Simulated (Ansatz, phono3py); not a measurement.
## GaAs (F-43m): lattice thermal conductivity

Wanted: κ(T), lifetimes and mean free paths for GaAs.

What experiment has found for this phase:
- thermal conductivity 45 W/m/K near room temperature (given in “Combining the AFLOW GIBBS and Elastic Libraries to efficiently and robustly screen thermo-mechanical properties of solids”, 2017, arXiv:1611.05714)

Calculated with Ansatz 0.2.0; DFT LDA, scalar-relativistic, plane waves, PAW.

## (1) Starting point

The structure is cubic, space group F-43m (No. 216). Conventional cell: a = 5.654 Å, b = 5.654 Å, c = 5.654 Å, α = 90.00°, β = 90.00°, γ = 90.00°. Nearest to Ga lie 4 As at 2.45 Å. Nearest to As lie 4 Ga at 2.45 Å. Farther neighbours are not listed.

## (2) Probe on a coarse mesh

A cheap single point shows whether the cell is a metal or an insulator and how far it is from rest; that sets the k-mesh and the occupations of what follows.

Contents of input.yaml:

```yaml
crystal:
  lattice:
    - [0.0, 2.82685, 2.82685]
    - [2.82685, 0.0, 2.82685]
    - [2.82685, 2.82685, 0.0]
  atoms:
    - { symbol: Ga, position: [0.0, 0.0, 0.0] }
    - { symbol: As, position: [0.25, 0.25, 0.25] }
kpoints:
  mp_grid: { grid: [6, 6, 6] }
hamiltonian:
  xc: lda
scf:
  occupations: { method: gaussian, width: 0.1 }
output:
  forces: true
  stress: true
  eigenvalues: true
```

On the command line:

```bash
$ ansatz run input.yaml --threads 4 --pin off --max-ram 16384MiB --backend cpu --events-out ev --progress --plain --runs-dir out
```

Numbers of over 12 decimals in the logs are rounded to 6 here.

What it wrote:

```text
Engine: ansatz 0.2.0, aarch64-unknown-linux-gnu
Pseudopotentials: kind: paw
Pseudopotential: Ga, paw, valence charge 13, recommended cutoff 420 eV (normal), Ga.paw.azcp
Pseudopotential: As, paw, valence charge 15, recommended cutoff 420 eV (normal), As.paw.azcp
Functional definition: SPW92
  exchange = slater_x
  correlation = pw_c
Crystal: 2 atoms, lattice volume = 45.179 Å³
Basis set: ecut = 420 eV, 893 PW (Γ)
Bands: 18, of which v1, the nominal top of the filled ones, is band 14 counted from 1 (13 counted from 0)
Symmetry: 24 space group operations
Space group: F-43m (ITA 216), of the structure as read, at distance tolerance 3.6e-5 Å
k-points: 16 of 216 (time reversal used)
Non-local potential: Ga, projectors of the file, l = 0: 2, l = 1: 2, l = 2: 3, l = 3: 1
Non-local potential: As, projectors of the file, l = 0: 2, l = 1: 2, l = 2: 3, l = 3: 1
PAW form: soft (Blöchl's): semilocal exchange-correlation on the pseudo side does not see the compensation charge
PAW frozen core: Ga, regenerated for the run's functional, and the local potential with it (the file was generated under x = pbe(κ = 0.804, μ = 0.219515), c = pbe(β = 0.066725))
PAW frozen core: As, regenerated for the run's functional, and the local potential with it (the file was generated under x = pbe(κ = 0.804, μ = 0.219515), c = pbe(β = 0.066725))
PAW one-centre angular grid: Ga, 590 points (default); XC on 64 Gauss nodes
PAW one-centre angular grid: As, 590 points (default); XC on 64 Gauss nodes
Initial density: superposition of atomic densities (neutral atoms: chi_scale 0, normalization atom), corrected by the library's trained network
Initial wavefunctions: pseudopotential atomic-orbital guess
Functional: x = slater, c = lda
SCF iter   1: F=—  HF=-8481.265392 eV  |F-HF|=—  |Δ(HF+E_count)|=         —  Δρ=4.66e-3  dr2=6.02e-3  ethr=1.77e-3  ⟨swp⟩=5.2  Hψ=1342  notcnv=0
preconditioner: auto → none  [insulator: Δε(μ)=0.256 eV  Ē_g=15.464 eV  σ=0.100 eV  W_gap=0.92  n_scr=14 (ndim 8)  ℏωp=23.4 eV  f_vac=0.086  D(μ)=0.03/eV (n_scr^D=0)  ε∞_Penn≈3.3]
SCF iter   2: F=—  HF=-8481.262737 eV  |F-HF|=—  |Δ(HF+E_count)|=   2.65e-3  Δρ=2.35e-3  dr2=9.40e-4  ethr=2.15e-5  ⟨swp⟩=2.3  Hψ=630  notcnv=0
SCF iter   3: F=—  HF=-8481.262684 eV  |F-HF|=—  |Δ(HF+E_count)|=   5.30e-5  Δρ=6.31e-4  dr2=1.77e-4  ethr=3.36e-6  ⟨swp⟩=2.0  Hψ=426  notcnv=0
SCF iter   4: F=—  HF=-8481.262603 eV  |F-HF|=—  |Δ(HF+E_count)|=   8.08e-5  Δρ=2.31e-4  dr2=1.06e-5  ethr=6.33e-7  ⟨swp⟩=2.0  Hψ=430  notcnv=0
SCF iter   5: F=—  HF=-8481.262608 eV  |F-HF|=—  |Δ(HF+E_count)|=   4.91e-6  Δρ=1.51e-5  dr2=1.01e-7  ethr=3.77e-8  ⟨swp⟩=2.0  Hψ=368  notcnv=0
SCF iter   6: F=-8481.262608 eV  HF=-8481.262608 eV  |F-HF|=2.78e-9  |Δ(HF+E_count)|=   1.42e-8  Δρ=3.55e-6  dr2=3.05e-9  ethr=3.57e-10  ⟨swp⟩=4.8  Hψ=1157  notcnv=0
SCF 1 converged in 6 iterations: F = -8481.262608 eV  dr2 = 3.05e-9
  greatest PAW one-centre occupation: 0.999 electrons in one spin orbital (limit 2), on the As atom at site 1 (counted from 0), in its partial waves of l = 2
SCF converged after 6 iterations
Free energy (F): -8481.262608 eV
Harris-Foulkes:  -8481.262608 eV  (|F-HF|=2.78e-9)
Internal energy: -8481.262483 eV  (E = F + TS)
E sigma→0 (E₀):  -8481.262546 eV
Entropy (-TS):   -0.000125 eV (-0.062 meV/atom)
Fermi energy:    8.036150 eV
--- Per-component energies (eV) ---
  E_band       = -323.586382
  E_kinetic    = 220.254256
  E_local      = -3927.327370  (includes V_loc(G=0)·N_el)
  E_nonlocal   = -238.474474
  E_hartree    = 1973.998507
  E_xc         = -147.866394
  E_vxc        = -138.330441  (∫ρ·V_xc dr)
  E_paw        = -3666.922787  (= ΣΔE_a)
  E_vpaw       = -187.705533  (= ΣTr[D̂ρ^β])
  E_aug_tail   = -0.000146  (compensation charges beyond the density's cutoff)
  E_ewald      = -2698.727786
  E_core_change = 3.803710  (= ΣΔE_core)
  E_smearing   = -0.000125  (= −TS)
  E_closure    = 0.000000  (closes the sum)
  Σ components = -8481.262608   (vs F -8481.262608, Δ=0.00e0)
--- Forces (eV/Å), atoms counted from 1 ---
  atom   1  Ga     0.00000000    -0.00000000     0.00000000
  atom   2  As    -0.00000000     0.00000000    -0.00000000
  max |Σ_I F_I| component: 2.20e-16 eV/Å
--- Stress (GPa, compression-positive) ---
       -1.918356       0.000000      -0.000000
       -0.000000      -1.918356       0.000000
       -0.000000       0.000000      -1.918356
  P = ⅓ Tr σ = -1.9184 GPa (-19.184 kbar)
--- Band table (eV; the first three rows and the last of 16) ---
  k-point 0: bands = [... 10 lower, -4.9044, 7.8797, 7.8797, 7.8797, 8.1597, 11.5588, 11.5588, 11.5588]
  k-point 1: bands = [... 10 lower, -4.5851, 5.0947, 7.4968, 7.4968, 9.3597, 12.1060, 12.1060, 12.4479]
  k-point 2: bands = [... 10 lower, -3.7606, 2.4399, 6.9495, 6.9495, 8.9393, 12.5264, 12.5264, 14.9652]
  k-point 15: bands = [... 10 lower, -2.3681, 1.1352, 4.5136, 4.6546, 11.0504, 11.2398, 14.8856, 15.1926]
```

Wall time 1.1 s (4 threads of Arm Neoverse V1, shared host); peak memory 0.3 GiB.

Numbers from this step:

```
pressure          : -1.918 GPa
volume per atom   : 22.59 Å³
gap on the k-mesh : 0.2800 eV
```

The start is under -1.9 GPa at this level and looks like an insulator or semiconductor on this mesh.

## (3) Finding the static equilibrium

The vibrations must be taken about the equilibrium of this functional, not about the starting cell, so the structure is relaxed.

input.yaml, the sections that differ from step 2:

```yaml
kpoints:
  mp_grid: { grid: [12, 12, 12] }
scf:
  occupations: { method: gaussian, width: 0.01 }
relax:
  adjacent_minimum: "off"
  f_tol: 0.005
  max_steps: 80
  cell: { stress_tol: 0.05 }
# crystal, hamiltonian, output: as in step 2
```

What it wrote:

```text
[...]
Crystal: 2 atoms, lattice volume = 45.179 Å³
Basis set: ecut = 420 eV, 893 PW (Γ)
Bands: 18, of which v1, the nominal top of the filled ones, is band 14 counted from 1 (13 counted from 0)
Symmetry: 24 space group operations
[...]
k-points: 72 of 1728 (time reversal used)
[...]
SCF iter   1: F=—  HF=-8481.293475 eV  |F-HF|=—  |Δ(HF+E_count)|=         —  Δρ=5.25e-3  dr2=8.39e-3  ethr=1.77e-3  ⟨swp⟩=6.0  Hψ=6090  notcnv=0
[...]
SCF iter   6: F=-8481.290361 eV  HF=-8481.290361 eV  |F-HF|=4.08e-9  |Δ(HF+E_count)|=  1.36e-10  Δρ=4.45e-6  dr2=4.49e-9  ethr=3.51e-10  ⟨swp⟩=2.9  Hψ=4814  notcnv=0
SCF 1 converged in 6 iterations: F = -8481.290361 eV  dr2 = 4.49e-9
[...]
relax step   1: F+E_penalty+E_count = -8481.29036125 eV  Δ(F+E_penalty+E_count) = +0.000e0 eV  max|allowed force component| = 1.133e-16 eV/Å  Δτ_max = 0.0000 Å  P = -1.877 GPa  Ω = 45.179 Å³  (6 SCF iters, dr2 threshold 1.00e-7 eV, accepted)
Crystal: 2 atoms, lattice volume = 44.191 Å³
Basis set: ecut = 420 eV, 869 PW (Γ)
[...]
iter 1 solved again at ethr=1.88e-6 eV; its pass at ethr=3.10e-3 eV (dr2=5.26e-4 eV) is discarded
[...]
SCF iter   5: F=-8481.297507 eV  HF=-8481.297507 eV  |F-HF|=5.91e-8  |Δ(HF+E_count)|=   1.03e-8  Δρ=9.60e-6  dr2=3.04e-8  ethr=7.14e-10  ⟨swp⟩=5.0  Hψ=5687  notcnv=0
SCF 2 converged in 5 iterations: F = -8481.297507 eV  dr2 = 3.04e-8
relax step   2: F+E_penalty+E_count = -8481.29750656 eV  Δ(F+E_penalty+E_count) = -7.145e-3 eV  max|allowed force component| = 3.412e-17 eV/Å  Δτ_max = 0.0000 Å  P = -0.351 GPa  Ω = 44.191 Å³  energy of the carried Pulay correction = +1.785e-4 eV  (5 SCF iters, dr2 threshold 2.00e-7 eV, accepted)
Crystal: 2 atoms, lattice volume = 43.970 Å³
[...]
SCF iter   4: F=-8481.297779 eV  HF=-8481.297779 eV  |F-HF|=8.63e-9  |Δ(HF+E_count)|=   1.52e-7  Δρ=8.36e-6  dr2=1.37e-8  ethr=7.14e-10  ⟨swp⟩=5.0  Hψ=5956  notcnv=0
SCF 3 converged in 4 iterations: F = -8481.297779 eV  dr2 = 1.37e-8
relax step   3: F+E_penalty+E_count = -8481.29777892 eV  Δ(F+E_penalty+E_count) = -2.724e-4 eV  max|allowed force component| = 2.833e-17 eV/Å  Δτ_max = 0.0000 Å  P = +0.018 GPa  Ω = 43.970 Å³  energy of the carried Pulay correction = +2.190e-4 eV  (4 SCF iters, dr2 threshold 2.00e-7 eV, accepted)
[...]
SCF iter   1: F=—  HF=-8481.297561 eV  |F-HF|=—  |Δ(HF+E_count)|=         —  Δρ=2.12e-5  dr2=6.88e-8  ethr=3.07e-7  ⟨swp⟩=2.9  Hψ=9167  notcnv=0
eigensolver tolerance schedule: the retry pair's looser diagonalisation over-reported the residual by 1246.57 of it (diagonalisation noise at 0.14 of the residual, at the tolerance the schedule requests for it); recorded, not acted on — ethr = c·dr2/N_el stays at c = 1.0e-1
[...]
SCF iter   2: F=—  HF=-8481.297563 eV  |F-HF|=—  |Δ(HF+E_count)|=   1.67e-6  Δρ=1.77e-5  dr2=6.52e-8  ethr=2.46e-10  ⟨swp⟩=2.1  Hψ=2346  notcnv=0
[...]
SCF iter   6: F=-8481.297563 eV  HF=-8481.297563 eV  |F-HF|=1.82e-12  |Δ(HF+E_count)|=  1.82e-12  Δρ=6.11e-8  dr2=5.76e-13  ethr=1.00e-12  ⟨swp⟩=5.0  Hψ=5501  notcnv=0
SCF 4 converged in 6 iterations: F = -8481.297563 eV  dr2 = 5.76e-13
relax step   4: F+E_penalty+E_count = -8481.29756294 eV  Δ(F+E_penalty+E_count) = +2.160e-4 eV  max|allowed force component| = 3.066e-17 eV/Å  Δτ_max = 0.0000 Å  P = +0.017 GPa  Ω = 43.970 Å³  stress off target by 1.73e-2 GPa  SCF on the basis re-selected at this cell (its energy is not comparable with the rows above)  (6 SCF iters)
basis re-selected at this cell: Δ(F+E_penalty+E_count) = +2.160e-4 eV, ΔP = -0.001 GPa vs the last step (what re-selecting the basis moved, of the pressure what is left beyond the Pulay correction that the steps carried, after the strain that the cell walked since its last selection, with what the two solves' SCF thresholds leave and, on support functions, any second-order correction that the steps lacked; it is no m [...]
SCF converged after 6 iterations
Free energy (F): -8481.297563 eV
[...]
Internal energy: -8481.297563 eV  (E = F + TS)
E sigma→0 (E₀):  -8481.297563 eV
Fermi energy:    8.486661 eV
[...]
--- Stress (GPa, compression-positive) ---
        0.017272      -0.000000      -0.000000
       -0.000000       0.017272       0.000000
       -0.000000       0.000000       0.017272
  P = ⅓ Tr σ = 0.0173 GPa (0.173 kbar)
--- Band table (eV; the first three rows and the last of 72) ---
  k-point 0: bands = [... 10 lower, -4.7379, 8.2423, 8.2423, 8.2423, 8.7308, 11.9378, 11.9378, 11.9378]
  k-point 1: bands = [... 10 lower, -4.6528, 6.9893, 8.1229, 8.1229, 9.5894, 12.0918, 12.1129, 12.1129]
  k-point 2: bands = [... 10 lower, -4.4053, 5.4536, 7.8440, 7.8440, 9.8389, 12.5023, 12.5023, 12.9032]
  k-point 71: bands = [... 10 lower, -2.0625, 1.4400, 4.5583, 4.7491, 12.8959, 12.9051, 13.6316, 14.2113]
--- Relaxed structure (3 steps of the walk, 3 accepted, 1 SCFs on fresh bases) ---
  F+E_penalty+E_count = -8481.29756294 eV   max|allowed force component| = 3.066e-17 eV/Å   (the final SCF, on the basis selected at the relaxed cell)
  cell:  # Å, volume = 43.9700 Å³
    - [0, 2.801402, 2.801402]
    - [2.801402, 0, 2.801402]
    - [2.801402, 2.801402, 0]
  atoms:
    - { symbol: Ga, position: [0, 0, 0] }
    - { symbol: As, position: [0.25, 0.25, 0.25] }
```

Run time: 6.3 s. Hardware: 4 threads; peak memory 0.41 GiB.

Step by step:

```tsv
step	energy less that of the first step (eV)	largest force component (eV/Å)	pressure (GPa)	volume (Å³)
1	0.0000	0.0000	-1.88	45.18
2	-0.0071	0.0000	-0.35	44.19
3	-0.0074	0.0000	0.02	43.97
4*	-0.0072	0.0000	0.02	43.97
```

Relaxation steps marked * repeat the geometry before them on a plane-wave basis chosen anew for their cell, so energy and pressure can jump there.

Forces are held to the 24 operations that the run works with; a distortion that breaks them can't arise in this run.

```tsv
conventional cell, symmetrised	before	after	change
a (Å)	5.654	5.603	-0.9 %
b (Å)	5.654	5.603	-0.9 %
c (Å)	5.654	5.603	-0.9 %
volume (Å³/atom)	22.59	21.98	-2.7 %
```

Final coordinates:

```
Ga As
1.0
     0.00000    2.80140    2.80140
     2.80140    0.00000    2.80140
     2.80140    2.80140    0.00000
Ga As
1 1
Direct
  0.00000 0.00000 0.00000
  0.25000 0.25000 0.25000
```

This step gave:

- pressure: 0.01727 GPa
- gap on the k-mesh: 0.4886 eV
- volume per atom: 21.98 Å³

The relaxation ends with a pressure of 0.02 GPa.

## (4) Relaxing to small residual forces and stress

The thresholds are tightened for a last relaxation ahead of the phonons, and where mesh or smearing change with them the cell follows.

input.yaml, the sections that differ from step 3:

```yaml
crystal:
  lattice:
    - [0.0, 2.801401941, 2.801401941]
    - [2.801401941, 0.0, 2.801401941]
    - [2.801401941, 2.801401941, 0.0]
  atoms:
    - { symbol: Ga, position: [0.0, 0.0, 0.0] }
    - { symbol: As, position: [0.25, 0.25, 0.25] }
scf:
  occupations: { method: fixed }
relax:
  adjacent_minimum: "off"
  f_tol: 0.001
  max_steps: 60
  cell: { stress_tol: 0.01 }
# kpoints, hamiltonian, output: as in step 3
```

What it wrote:

```text
[...]
Crystal: 2 atoms, lattice volume = 43.970 Å³
Basis set: ecut = 420 eV, 869 PW (Γ)
Bands: 18, of which v1, the nominal top of the filled ones, is band 14 counted from 1 (13 counted from 0)
Symmetry: 24 space group operations
[...]
k-points: 72 of 1728 (time reversal used)
[...]
k-point 71: bands = [... 10 lower, -2.0646, 1.4382, 4.5567, 4.7474, 12.8932, 12.9016, 13.6284, 14.2086]
--- Relaxed structure (2 steps of the walk, 2 accepted, 1 SCFs on fresh bases) ---
[...]
cell:  # Å, volume = 43.9781 Å³
    - [0, 2.801575, 2.801575]
    - [2.801575, 0, 2.801575]
    - [2.801575, 2.801575, 0]
  atoms:
    - { symbol: Ga, position: [0, 0, 0] }
    - { symbol: As, position: [0.25, 0.25, 0.25] }
[key lines of the parts left out:]
SCF converged after 6 iterations
Free energy (F): -8481.297562 eV
Fermi energy:    8.239670 eV
P = ⅓ Tr σ = 0.0036 GPa (0.036 kbar)
```

Wall time 5.1 s (4 threads); peak memory 0.4 GiB.

Little changed from the start: no atom moved by 0.005 Å and no cell edge by 0.1 %.

Numbers from this step:

```
pressure          : 0.003571 GPa
gap on the k-mesh : 0.4872 eV
volume per atom   : 21.99 Å³
```

The residual pressure is 0.0036 GPa, small enough for phonons.

(Continued in part 2 of 3.)

[Logs are printed without paths, hosts, clocks, repeated set-up lines and the standing remarks that a program may print on its own settings, such as how far it seeks lower states.]

[Hosts, paths, dates, database ids (printed as entryN), source tags and the programs' standing remarks are cut or masked in the printed files.]

[A step with changed settings may run another functional than the one named; its input shows which.]
